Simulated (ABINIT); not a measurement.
# CsCdH3 (Pm-3m): zone-centre phonons, part 3 of 4

Which modes does CsCdH3 (Pm-3m) have at the zone centre?

ABINIT 10.8.3; DFT PBE, scalar-relativistic, plane waves, SPMS norm-conserving pseudopotentials.

So far. Step 4 (Relaxing the cell and atoms): The volume changes by +0.2 % in this run and stands -11.3 % from the first cell. Step 6 (Zone-centre response): The acoustic modes at Γ come out as far as 5.6 cm⁻¹ from zero, where they should vanish, a small numerical error. The relaxed cell has a = 4.331 Å (conventional setting).

The structure was built from a prototype and need not be the compound's stable phase.

### 7. Modes with the sum rule

anaddb reads the merged derivatives and imposes the acoustic sum rule.

anaddb.abi

```
ddb_filepath "gamma_DDB"
output_file "anaddb.abo"
outdata_prefix "anaddb"
asr 1
chneut 1
enunit 2
eivec 1
nph1l 1
qph1l 0.0 0.0 0.0 1.0
```

mrgddb.in

```
gamma_DDB
merged
2
dfpt_gammao_DDB
gso_DDB
```

Command:

```console
$ mrgddb < mrgddb.in > mrgddb.log
$ OMP_NUM_THREADS=1 anaddb anaddb.abi > anaddb.log
```

anaddb.abo, the main output file:

```text
-outvars_anaddb: echo values of input variables ----------------------

 Miscellaneous information :
      enunit         2
       eivec         1
         asr         1
 First list of wavevector (reduced coord.) :
       nph1l         1
       qph1l
                     0.00000000E+00  0.00000000E+00  0.00000000E+00    1.000E+00

================================================================================

 read the DDB information and perform some checks

  ==== Info on the Cryst% object ====
 Real(R)+Recip(G) space primitive vectors, cartesian coordinates (Bohr,Bohr^-1):
 R(1)=  8.1848736  0.0000000  0.0000000  G(1)=  0.1221766  0.0000000  0.0000000
 R(2)=  0.0000000  8.1848736  0.0000000  G(2)=  0.0000000  0.1221766  0.0000000
 R(3)=  0.0000000  0.0000000  8.1848736  G(3)=  0.0000000  0.0000000  0.1221766
 Unit cell volume ucvol=  5.4832232E+02 bohr^3
 Angles (23,13,12)=  9.00000000E+01  9.00000000E+01  9.00000000E+01 degrees
 Time-reversal symmetry is present
 Reduced atomic positions [iatom, xred, symbol]:
    1)    0.0000000  0.0000000  0.0000000  Cs
    2)    0.5000000  0.5000000  0.5000000  Cd
    3)    0.5000000  0.5000000  0.0000000   H
    4)    0.5000000  0.0000000  0.5000000   H
    5)    0.0000000  0.5000000  0.5000000   H

 DDB file with 3 blocks has been read.

================================================================================

 Treat the first list of vectors

  Phonon wavevector (reduced coordinates) :  0.00000  0.00000  0.00000
 Phonon energies in Hartree :
   0.000000E+00  0.000000E+00  0.000000E+00  2.808282E-04  2.808282E-04
   2.808282E-04  1.701821E-03  1.701821E-03  1.701821E-03  2.932840E-03
   2.932840E-03  2.932840E-03  3.793095E-03  3.793095E-03  3.793095E-03
 Phonon energies in meV     :
-  0.000000E+00  0.000000E+00  0.000000E+00  7.641724E+00  7.641724E+00
-  7.641724E+00  4.630890E+01  4.630890E+01  4.630890E+01  7.980663E+01
-  7.980663E+01  7.980663E+01  1.032154E+02  1.032154E+02  1.032154E+02
 Phonon frequencies in cm-1    :
-  0.000000E+00  0.000000E+00  0.000000E+00  6.163466E+01  6.163466E+01
-  6.163466E+01  3.735065E+02  3.735065E+02  3.735065E+02  6.436839E+02
-  6.436839E+02  6.436839E+02  8.324882E+02  8.324882E+02  8.324882E+02
 Phonon frequencies in Thz     :
-  0.000000E+00  0.000000E+00  0.000000E+00  1.847761E+00  1.847761E+00
-  1.847761E+00  1.119744E+01  1.119744E+01  1.119744E+01  1.929716E+01
-  1.929716E+01  1.929716E+01  2.495737E+01  2.495737E+01  2.495737E+01
 Phonon energies in Kelvin  :
-  0.000000E+00  0.000000E+00  0.000000E+00  8.867853E+01  8.867853E+01
-  8.867853E+01  5.373925E+02  5.373925E+02  5.373925E+02  9.261175E+02
-  9.261175E+02  9.261175E+02  1.197765E+03  1.197765E+03  1.197765E+03

 Eigendisplacements
 (will be given, for each mode : in cartesian coordinates
   for each atom the real part of the displacement vector,
   then the imaginary part of the displacement vector - absolute values smaller than 1.0d-7 are set to zero)
  Mode number    1   Energy    0.000000E+00
 Attention : low frequency mode.
   (Could be unstable or acoustic mode)
-  1  0.00000000E+00  0.00000000E+00  1.48625609E-03
-     0.00000000E+00  0.00000000E+00  0.00000000E+00
-  2  0.00000000E+00  0.00000000E+00  1.48627701E-03
-     0.00000000E+00  0.00000000E+00  0.00000000E+00
-  3  0.00000000E+00  0.00000000E+00  1.48624469E-03
-     0.00000000E+00  0.00000000E+00  0.00000000E+00
-  4  0.00000000E+00  0.00000000E+00  1.48625244E-03
-     0.00000000E+00  0.00000000E+00  0.00000000E+00
-  5  0.00000000E+00  0.00000000E+00  1.48625244E-03
-     0.00000000E+00  0.00000000E+00  0.00000000E+00
  Mode number    2   Energy    0.000000E+00
 Attention : low frequency mode.
   (Could be unstable or acoustic mode)
-  1  0.00000000E+00  1.48625609E-03  0.00000000E+00
-     0.00000000E+00  0.00000000E+00  0.00000000E+00
-  2  0.00000000E+00  1.48627701E-03  0.00000000E+00
-     0.00000000E+00  0.00000000E+00  0.00000000E+00
-  3  0.00000000E+00  1.48625244E-03  0.00000000E+00
-     0.00000000E+00  0.00000000E+00  0.00000000E+00
-  4  0.00000000E+00  1.48624469E-03  0.00000000E+00
-     0.00000000E+00  0.00000000E+00  0.00000000E+00
-  5  0.00000000E+00  1.48625244E-03  0.00000000E+00
-     0.00000000E+00  0.00000000E+00  0.00000000E+00
  Mode number    3   Energy    0.000000E+00
 Attention : low frequency mode.
   (Could be unstable or acoustic mode)
-  1  1.48625609E-03  0.00000000E+00  0.00000000E+00
-     0.00000000E+00  0.00000000E+00  0.00000000E+00
-  2  1.48627701E-03  0.00000000E+00  0.00000000E+00
-     0.00000000E+00  0.00000000E+00  0.00000000E+00
-  3  1.48625244E-03  0.00000000E+00  0.00000000E+00
-     0.00000000E+00  0.00000000E+00  0.00000000E+00
-  4  1.48625244E-03  0.00000000E+00  0.00000000E+00
-     0.00000000E+00  0.00000000E+00  0.00000000E+00
-  5  1.48624469E-03  0.00000000E+00  0.00000000E+00
-     0.00000000E+00  0.00000000E+00  0.00000000E+00
  Mode number    4   Energy    2.808282E-04
-  1  0.00000000E+00  0.00000000E+00  1.33934159E-03
-     0.00000000E+00  0.00000000E+00  0.00000000E+00
-  2  0.00000000E+00  0.00000000E+00 -1.63212295E-03
-     0.00000000E+00  0.00000000E+00  0.00000000E+00
-  3  0.00000000E+00  0.00000000E+00  2.55620963E-03
-     0.00000000E+00  0.00000000E+00  0.00000000E+00
-  4  0.00000000E+00  0.00000000E+00  1.43307439E-03
-     0.00000000E+00  0.00000000E+00  0.00000000E+00
-  5  0.00000000E+00  0.00000000E+00  1.43307439E-03
-     0.00000000E+00  0.00000000E+00  0.00000000E+00
  Mode number    5   Energy    2.808282E-04
-  1  1.13566452E-07  1.33934159E-03  0.00000000E+00
-     0.00000000E+00  0.00000000E+00  0.00000000E+00
-  2 -1.38392188E-07 -1.63212295E-03  0.00000000E+00
-     0.00000000E+00  0.00000000E+00  0.00000000E+00
-  3  1.21514313E-07  1.43307438E-03  0.00000000E+00
-     0.00000000E+00  0.00000000E+00  0.00000000E+00
-  4  1.21514313E-07  2.55620962E-03  0.00000000E+00
-     0.00000000E+00  0.00000000E+00  0.00000000E+00
-  5  2.16748035E-07  1.43307438E-03  0.00000000E+00
-     0.00000000E+00  0.00000000E+00  0.00000000E+00
  Mode number    6   Energy    2.808282E-04
-  1  1.33934159E-03 -1.13566362E-07  0.00000000E+00
-     0.00000000E+00  0.00000000E+00  0.00000000E+00
-  2 -1.63212295E-03  1.38392079E-07  0.00000000E+00
-     0.00000000E+00  0.00000000E+00  0.00000000E+00
-  3  1.43307438E-03 -1.21514217E-07  0.00000000E+00
-     0.00000000E+00  0.00000000E+00  0.00000000E+00
-  4  1.43307438E-03 -2.16747864E-07  0.00000000E+00
-     0.00000000E+00  0.00000000E+00  0.00000000E+00
-  5  2.55620962E-03 -1.21514217E-07  0.00000000E+00
-     0.00000000E+00  0.00000000E+00  0.00000000E+00
  Mode number    7   Energy    1.701821E-03
-  1  0.00000000E+00  0.00000000E+00  3.53107826E-04
-     0.00000000E+00  0.00000000E+00  0.00000000E+00
-  2  0.00000000E+00  0.00000000E+00 -6.68179150E-05
-     0.00000000E+00  0.00000000E+00  0.00000000E+00
-  3  0.00000000E+00 -4.78066283E-07 -1.64514581E-02
-     0.00000000E+00  0.00000000E+00  0.00000000E+00
-  4  0.00000000E+00 -6.94257428E-07 -1.13284887E-02
-     0.00000000E+00  0.00000000E+00  0.00000000E+00
-  5 -1.17542611E-07 -4.78066283E-07 -1.13284887E-02
-     0.00000000E+00  0.00000000E+00  0.00000000E+00
  Mode number    8   Energy    1.701821E-03
-  1  0.00000000E+00 -3.53107826E-04  0.00000000E+00
-     0.00000000E+00  0.00000000E+00  0.00000000E+00
-  2  0.00000000E+00  6.68179149E-05  0.00000000E+00
-     0.00000000E+00  0.00000000E+00  0.00000000E+00
-  3 -3.62085312E-07  1.13284887E-02 -6.94253670E-07
-     0.00000000E+00  0.00000000E+00  0.00000000E+00
-  4 -3.62085312E-07  1.64514580E-02 -4.78063696E-07
-     0.00000000E+00  0.00000000E+00  0.00000000E+00
-  5 -5.25827539E-07  1.13284887E-02 -4.78063696E-07
-     0.00000000E+00  0.00000000E+00  0.00000000E+00
  Mode number    9   Energy    1.701821E-03
-  1  3.53107826E-04  0.00000000E+00  0.00000000E+00
-     0.00000000E+00  0.00000000E+00  0.00000000E+00
-  2 -6.68179150E-05  0.00000000E+00  0.00000000E+00
-     0.00000000E+00  0.00000000E+00  0.00000000E+00
-  3 -1.13284887E-02 -3.62081896E-07  1.17564801E-07
-     0.00000000E+00  0.00000000E+00  0.00000000E+00
-  4 -1.13284887E-02 -5.25822578E-07  0.00000000E+00
-     0.00000000E+00  0.00000000E+00  0.00000000E+00
-  5 -1.64514581E-02 -3.62081896E-07  0.00000000E+00
-     0.00000000E+00  0.00000000E+00  0.00000000E+00
  Mode number   10   Energy    2.932840E-03
-  1  0.00000000E+00  0.00000000E+00  0.00000000E+00
-     0.00000000E+00  0.00000000E+00  0.00000000E+00
-  2  0.00000000E+00  0.00000000E+00  0.00000000E+00
-     0.00000000E+00  0.00000000E+00  0.00000000E+00
-  3  0.00000000E+00  4.56708244E-07  0.00000000E+00
-     0.00000000E+00  0.00000000E+00  0.00000000E+00
-  4  0.00000000E+00  0.00000000E+00 -1.64963404E-02
-     0.00000000E+00  0.00000000E+00  0.00000000E+00
-  5  0.00000000E+00 -4.56708244E-07  1.64963404E-02
-     0.00000000E+00  0.00000000E+00  0.00000000E+00
  Mode number   11   Energy    2.932840E-03
-  1  0.00000000E+00  0.00000000E+00  0.00000000E+00
-     0.00000000E+00  0.00000000E+00  0.00000000E+00
-  2  0.00000000E+00  0.00000000E+00  0.00000000E+00
-     0.00000000E+00  0.00000000E+00  0.00000000E+00
-  3  0.00000000E+00 -1.64963404E-02  0.00000000E+00
-     0.00000000E+00  0.00000000E+00  0.00000000E+00
-  4  0.00000000E+00  0.00000000E+00 -4.56708244E-07
-     0.00000000E+00  0.00000000E+00  0.00000000E+00
-  5  0.00000000E+00  1.64963404E-02  4.56708244E-07
-     0.00000000E+00  0.00000000E+00  0.00000000E+00
  Mode number   12   Energy    2.932840E-03
-  1  0.00000000E+00  0.00000000E+00  0.00000000E+00
-     0.00000000E+00  0.00000000E+00  0.00000000E+00
-  2  0.00000000E+00  0.00000000E+00  0.00000000E+00
-     0.00000000E+00  0.00000000E+00  0.00000000E+00
-  3  1.64963405E-02  0.00000000E+00  0.00000000E+00
-     0.00000000E+00  0.00000000E+00  0.00000000E+00
-  4 -1.64963405E-02  0.00000000E+00  0.00000000E+00
-     0.00000000E+00  0.00000000E+00  0.00000000E+00
-  5  0.00000000E+00  0.00000000E+00  0.00000000E+00
-     0.00000000E+00  0.00000000E+00  0.00000000E+00
  Mode number   13   Energy    3.793095E-03
-  1  0.00000000E+00  0.00000000E+00  1.08487907E-05
-     0.00000000E+00  0.00000000E+00  0.00000000E+00
-  2  0.00000000E+00  0.00000000E+00  5.30778784E-05
-     0.00000000E+00  0.00000000E+00  0.00000000E+00
-  3  0.00000000E+00  0.00000000E+00  1.62746703E-02
-     0.00000000E+00  0.00000000E+00  0.00000000E+00
-  4  0.00000000E+00  0.00000000E+00 -1.18123640E-02
-     0.00000000E+00  0.00000000E+00  0.00000000E+00
-  5  0.00000000E+00  0.00000000E+00 -1.18123640E-02
-     0.00000000E+00  0.00000000E+00  0.00000000E+00
  Mode number   14   Energy    3.793095E-03
-  1  0.00000000E+00 -1.08487907E-05  0.00000000E+00
-     0.00000000E+00  0.00000000E+00  0.00000000E+00
-  2  0.00000000E+00 -5.30778783E-05  0.00000000E+00
-     0.00000000E+00  0.00000000E+00  0.00000000E+00
-  3 -6.93382319E-07  1.18123640E-02  0.00000000E+00
-     0.00000000E+00  0.00000000E+00  0.00000000E+00
-  4 -6.93382319E-07 -1.62746703E-02  0.00000000E+00
-     0.00000000E+00  0.00000000E+00  0.00000000E+00
-  5  9.55318394E-07  1.18123640E-02  0.00000000E+00
-     0.00000000E+00  0.00000000E+00  0.00000000E+00
  Mode number   15   Energy    3.793095E-03
-  1  1.08487907E-05  0.00000000E+00  0.00000000E+00
-     0.00000000E+00  0.00000000E+00  0.00000000E+00
-  2  5.30778783E-05  0.00000000E+00  0.00000000E+00
-     0.00000000E+00  0.00000000E+00  0.00000000E+00
-  3 -1.18123640E-02 -6.93382319E-07  0.00000000E+00
-     0.00000000E+00  0.00000000E+00  0.00000000E+00
-  4 -1.18123640E-02  9.55318394E-07  0.00000000E+00
-     0.00000000E+00  0.00000000E+00  0.00000000E+00
-  5  1.62746703E-02 -6.93382319E-07  0.00000000E+00
-     0.00000000E+00  0.00000000E+00  0.00000000E+00

 Analysis of degeneracies and characters (maximum tolerance=1.00E-06 a.u.)
 For each vibration mode, or group of modes if degenerate,
 the characters are given for each symmetry operation (see the list in the log file).
 Symmetry characters of vibration mode #   1
       degenerate with vibration modes #   2 to    3
  3.0 -3.0 -1.0  1.0 -1.0  1.0 -1.0  1.0  1.0 -1.0 -1.0  1.0  1.0 -1.0 -1.0  1.0
  0.0 -0.0  0.0 -0.0 -0.0  0.0 -0.0  0.0  1.0 -1.0 -1.0  1.0 -1.0  1.0  1.0 -1.0
  0.0 -0.0 -0.0  0.0 -0.0  0.0  0.0 -0.0  1.0 -1.0  1.0 -1.0 -1.0  1.0 -1.0  1.0
 Symmetry characters of vibration mode #   4
       degenerate with vibration modes #   5 to    6
  3.0 -3.0 -1.0  1.0 -1.0  1.0 -1.0  1.0  1.0 -1.0 -1.0  1.0  1.0 -1.0 -1.0  1.0
 -0.0  0.0 -0.0  0.0  0.0 -0.0  0.0 -0.0  1.0 -1.0 -1.0  1.0 -1.0  1.0  1.0 -1.0
 -0.0  0.0  0.0 -0.0  0.0 -0.0 -0.0  0.0  1.0 -1.0  1.0 -1.0 -1.0  1.0 -1.0  1.0
 Symmetry characters of vibration mode #   7
       degenerate with vibration modes #   8 to    9
  3.0 -3.0 -1.0  1.0 -1.0  1.0 -1.0  1.0  1.0 -1.0 -1.0  1.0  1.0 -1.0 -1.0  1.0
 -0.0  0.0 -0.0  0.0  0.0 -0.0  0.0 -0.0  1.0 -1.0 -1.0  1.0 -1.0  1.0  1.0 -1.0
 -0.0  0.0  0.0 -0.0  0.0 -0.0 -0.0  0.0  1.0 -1.0  1.0 -1.0 -1.0  1.0 -1.0  1.0
 Symmetry characters of vibration mode #  10
       degenerate with vibration modes #  11 to   12
  3.0 -3.0 -1.0  1.0 -1.0  1.0 -1.0  1.0 -1.0  1.0  1.0 -1.0 -1.0  1.0  1.0 -1.0
  0.0 -0.0 -0.0  0.0  0.0 -0.0 -0.0  0.0 -1.0  1.0  1.0 -1.0  1.0 -1.0 -1.0  1.0
  0.0 -0.0  0.0 -0.0 -0.0  0.0 -0.0  0.0 -1.0  1.0 -1.0  1.0  1.0 -1.0  1.0 -1.0
 Symmetry characters of vibration mode #  13
       degenerate with vibration modes #  14 to   15
  3.0 -3.0 -1.0  1.0 -1.0  1.0 -1.0  1.0  1.0 -1.0 -1.0  1.0  1.0 -1.0 -1.0  1.0
  0.0 -0.0  0.0 -0.0 -0.0  0.0 -0.0  0.0  1.0 -1.0 -1.0  1.0 -1.0  1.0  1.0 -1.0
  0.0 -0.0 -0.0  0.0 -0.0  0.0  0.0 -0.0  1.0 -1.0  1.0 -1.0 -1.0  1.0 -1.0  1.0
-
```

It took 0.51 s on 1 thread of Arm Neoverse V1, shared host.

This step gave:

```yaml
lowest_optical_zone_centre_mode: 61.63 cm⁻¹
```

No LO-TO term; unit eigenvectors of the mass-weighted matrix, from anaddb's displacements. The modes at Γ (shares of kinetic energy by element, %):

| mode | frequency (cm⁻¹) | symmetry | Cs % | Cd % | H % |
| --- | --- | --- | --- | --- | --- |
| 1 | 0.0 | acoustic | 54 | 45 | 1 |
| 2 | 0.0 | acoustic | 54 | 45 | 1 |
| 3 | 0.0 | acoustic | 54 | 45 | 1 |
| 4 | 61.6 | T1u | 43 | 55 | 2 |
| 5 | 61.6 | T1u | 43 | 55 | 2 |
| 6 | 61.6 | T1u | 43 | 55 | 2 |
| 7 | 373.5 | T1u | 3 | 0 | 97 |
| 8 | 373.5 | T1u | 3 | 0 | 97 |
| 9 | 373.5 | T1u | 3 | 0 | 97 |
| 10 | 643.7 | T2u | 0 | 0 | 100 |
| 11 | 643.7 | T2u | 0 | 0 | 100 |
| 12 | 643.7 | T2u | 0 | 0 | 100 |
| 13 | 832.5 | T1u | 0 | 0 | 100 |
| 14 | 832.5 | T1u | 0 | 0 | 100 |
| 15 | 832.5 | T1u | 0 | 0 | 100 |

Displacements in mode 4 (61.6 cm⁻¹), the largest set to 1:
```
Cs1  0.00  0.00  0.52
Cd2  0.00  0.00 -0.64
H3   0.00  0.00  1.00
H4   0.00  0.00  0.56
H5   0.00  0.00  0.56
```

Displacements in mode 7 (373.5 cm⁻¹), the largest set to 1:
```
Cs1  0.00  0.00  0.02
Cd2  0.00  0.00  0.00
H3   0.00  0.00 -1.00
H4   0.00  0.00 -0.69
H5   0.00  0.00 -0.69
```

The rule also moves an optical mode by 0.3 cm⁻¹.

(Continued in part 4 of 4.)

[Host names and launcher messages were left out of these logs when they were recorded.]

[Logs are printed without paths, hosts, clocks, repeated set-up lines and the standing remarks that a program may print on its own settings, such as how far it seeks lower states.]

[Hosts, paths, dates, database ids (printed as entryN), source tags and the programs' standing remarks are cut or masked in the printed files.]
